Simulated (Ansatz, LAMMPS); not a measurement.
# Which site? a vacancy of Si in glassy 84SiO2-16BaO (mol %) (71 atoms): runs compared

Aim: make a vacancy of Si at several sites of glassy 84SiO2-16BaO (mol %) (71 atoms), relax each, and compare their energies.

Computed with Ansatz 0.2.0: Kohn-Sham DFT, revPBE, PAW (set soft_2), plane waves.

In doubt: warnings of the run leave room for a lower electronic state (in some of the runs), so energies may not be the lowest and differences between runs may mislead.

## Step 1: The cell as built

The cell holds 71 atoms: 21 Si, 4 Ba and 46 O. Its edges and angles: a = 10.441 Å, b = 10.441 Å, c = 10.441 Å, α = 90.0°, β = 90.0°, γ = 90.0°. 71 atoms (21 Si, 4 Ba, 46 O) placed at random at 2.83 g/cm³, melted at 4000 K for 10 ps at fixed volume with the Morse and Coulomb pair potential with partial charges (Pedone, Malavasi, Menziani, Cormack and Segre, J. Phys. Chem. B 110, 11780 (2006)). Quenched from 4000 K to 300 K at 200 K/ps and fixed volume, held 10 ps at zero pressure, then minimised at fixed cell.

Limits known from the start: The quench rate of 200 K/ps is many orders above laboratory rates, so the cell is likely richer in defects and strain than a real sample. The network of bonds at the start is that of the classical potential that made the cell, and needn't be the one that DFT or experiment would give. Only the Γ point is sampled, in a cell whose shortest periodic width is 10 Å. Spin–orbit coupling is left out, which matters for the levels of the heavy elements.

## Step 2: The reference run

The reference is a single point at the end of the relaxation.

Every defect cell starts from the geometry of this run and is relaxed in the fixed cell.

Its input, with most atom lines left out:

```yaml
crystal:
  lattice:
    - [10.44078, 0.0, 0.0]
    - [0.0, 10.44078, 0.0]
    - [0.0, 0.0, 10.44078]
  atoms:
    - { symbol: Si, position: [0.32076, 0.42819, 0.09821] }
    - { symbol: Si, position: [0.21313, 0.88365, 0.87564] }
    - { symbol: Si, position: [0.96145, 0.52254, 0.57455] }
    - { symbol: Si, position: [0.04791, 0.1303, 0.24649] }
    - { symbol: Si, position: [0.33562, 0.17628, 0.2225] }
    - { symbol: Si, position: [0.91888, 0.66941, 0.12529] }
    - { symbol: Si, position: [0.30365, 0.83511, 0.42712] }
    [... atom lines 8 to 71 left out ...]
kpoints:
  mp_grid: { grid: [1, 1, 1] }
hamiltonian:
  xc: revpbe
scf:
  occupations: { method: gaussian, width: 0.025 }
output:
  forces: true
  stress: true
  populations: intrinsic
  dos:
    method: { smearing: { sigma: 0.15 } }
    de: 0.1
    projected: { site_lists: { Ba: [Ba], O: [O], Si: [Si] } }
  eigenvalues: true
  write_density: true
  write_potential: true
  volumetric_format: npy
```

- free energy per atom: -893.9062 eV/atom
- r.m.s. force component: 0.01265 eV/Å
- pressure: 0.8809 GPa

Filled and empty levels are parted by 3.88 eV (at Γ alone); a semilocal functional tends to put such gaps too low. In a disordered cell it changes from sample to sample, and tail or defect levels can set it.

## Step 3: The runs

Each row is one run, on 4 threads of Arm Neoverse V2, shared host. The free energy is the program's total, comparable only between runs with the same functional, potentials and atoms.

| run | atoms | outcome | ionic steps, all passes | free energy (eV) | time | host memory (GiB) |
| --- | --- | --- | --- | --- | --- | --- |
| Single point at the start | 71 | converged | - | -63462.385 | 6.8 s | 1.2 |
| Relaxation | 71 | converged | 19 | -63467.343 | 1.8 min | 1.2 |
| Single point at the relaxed geometry | 71 | converged | - | -63467.343 | 12 s | 1.2 |
| Vacancy of Si, site Si5 | 70 | converged | 18 | -62816.706 | 6.7 min | 1.9 |
| Vacancy of Si, site Si4 | 70 | converged | 26 | -62817.565 | 12 min | 1.9 |
| Vacancy of Si, site Si19 | 70 | converged | 48 | -62816.979 | 19 min | 2.1 |
| Vacancy of Si, site Si16 | 70 | converged | 38 | -62817.419 | 14 min | 2.1 |
| Vacancy of Si, site Si21 | 70 | converged | 16 | -62816.675 | 6.3 min | 2.0 |
| Vacancy of Si, site Si8 | 70 | converged | 23 | -62816.549 | 8.6 min | 1.9 |

In some runs the program notes that the exchange-correlation potential is rough where the density is thin. Further notices: earlier solves read negative; negative dielectric reading.

The surroundings of site Si4, the cheapest one, after relaxation: 13 atoms, nearest first, with positions taken from that point. Atoms keep their numbers of the cell before the removal, where the removed atom was number 4.

| atom | x | y | z | distance (Å) | bonds | moment (μB) |
| --- | --- | --- | --- | --- | --- | --- |
| O58 | 1.71 | 0.04 | 0.13 | 1.71 | 2 | 0.00 |
| O45 | 1.14 | -1.13 | -0.60 | 1.72 | 2 | 0.00 |
| O27 | -0.89 | -0.20 | 1.49 | 1.75 | 2 | 0.25 |
| O41 | -0.97 | 2.24 | 0.66 | 2.53 | 2 | 0.39 |
| O69 | -0.74 | 1.49 | -1.95 | 2.56 | 2 | 0.03 |
| Si16 | -0.34 | 2.60 | -0.81 | 2.75 | 4 | 0.00 |
| O59 | 1.27 | 2.79 | -0.83 | 3.17 | 2 | 0.00 |
| Si10 | -1.40 | -1.16 | 2.68 | 3.24 | 4 | 0.00 |
| Ba23 | -3.14 | 0.84 | 0.58 | 3.30 | 6 | 0.00 |
| Si5 | 3.32 | 0.29 | -0.29 | 3.35 | 4 | 0.00 |
| Si8 | 2.46 | -2.09 | -1.04 | 3.39 | 4 | 0.00 |
| O51 | -2.92 | -0.13 | -1.90 | 3.49 | 3 | 0.14 |
| Si13 | -1.95 | 0.80 | -2.83 | 3.53 | 4 | 0.00 |

The column of bonds counts only the pairs O-O within 1.49 Å, O-Si within 2.08 Å, O-Ba within 3.29 Å; other neighbours, such as metal atoms beside each other in a compound, aren't counted, and periodic images can show an atom twice.

## Step 4: The sites compared

All these cells hold the same atoms, so their energies can be compared with no chemical potential.

| site | neighbours | mean distance (Å) | atoms within 6 Å | energy over the best site (eV) | before relaxation (eV) | gain on relaxing (eV) | moment (μB) |
| --- | --- | --- | --- | --- | --- | --- | --- |
| Si4 | O5 | 1.73 | 56 | 0.00 | 1.01 | 3.32 | 2.0 |
| Si16 | O4 | 1.64 | 54 | 0.15 | 0.58 | 2.74 | 4.0 |
| Si19 | O4 | 1.64 | 59 | 0.59 | 0.72 | 2.44 | 4.0 |
| Si5 | O4 | 1.63 | 57 | 0.86 | 0.00 | 1.45 | 4.0 |
| Si21 | O4 | 1.65 | 50 | 0.89 | 0.31 | 1.73 | 4.0 |
| Si8 | O4 | 1.65 | 58 | 1.02 | 0.48 | 1.77 | 4.0 |

Neighbours are those of the relaxed host within 2.16 Å (O-Si); other pairs aren't counted.

## Step 5: Findings

The cheapest site is Si4 (5 neighbours, O5); the dearest, Si8 (4 neighbours, O4), costs 1.0 eV more. By coordination the energies over the best site are 0.15 to 1.02 eV with 4 neighbours and 0.00 eV with 5 neighbours. The chemistry differs between sites, which can decide the order more than coordination does: at Si4 an O–O bond under 1.6 Å formed. At Si4 (largest move 2.2 Å), Si16 (largest move 2.8 Å), Si19 (largest move 3.0 Å) and Si8 (largest move 1.6 Å) other atoms changed place, so the end state is more than the plain defect. Relaxation changes the order: the best site before relaxing was Si5.

Caveats: Defects are neutral and interact with their images. The reference ran with gaussian smearing of 0.025 eV, but 6 of the 6 defect cells with fermi-dirac smearing of 0.025 eV, spin polarised. In a disordered cell the relaxation can also rearrange atoms far from the site. In the spin-polarised runs the search for a state of lower energy was switched off. Only 6 of the 21 Si sites were tried; unless symmetry makes the others alike to these, a cheaper one may exist. A local or semilocal functional tends to spread out the unpaired spin of such defects. Sites that ended on different moments differ in electronic state too.

The DFT runs together took 69 min of wall time.

[Logs are printed without paths, hosts, clocks, repeated set-up lines and the standing remarks that a program may print on its own settings, such as how far it seeks lower states.]

[Hosts, paths, dates, database ids (printed as entryN), source tags and the programs' standing remarks are cut or masked in the printed files.]
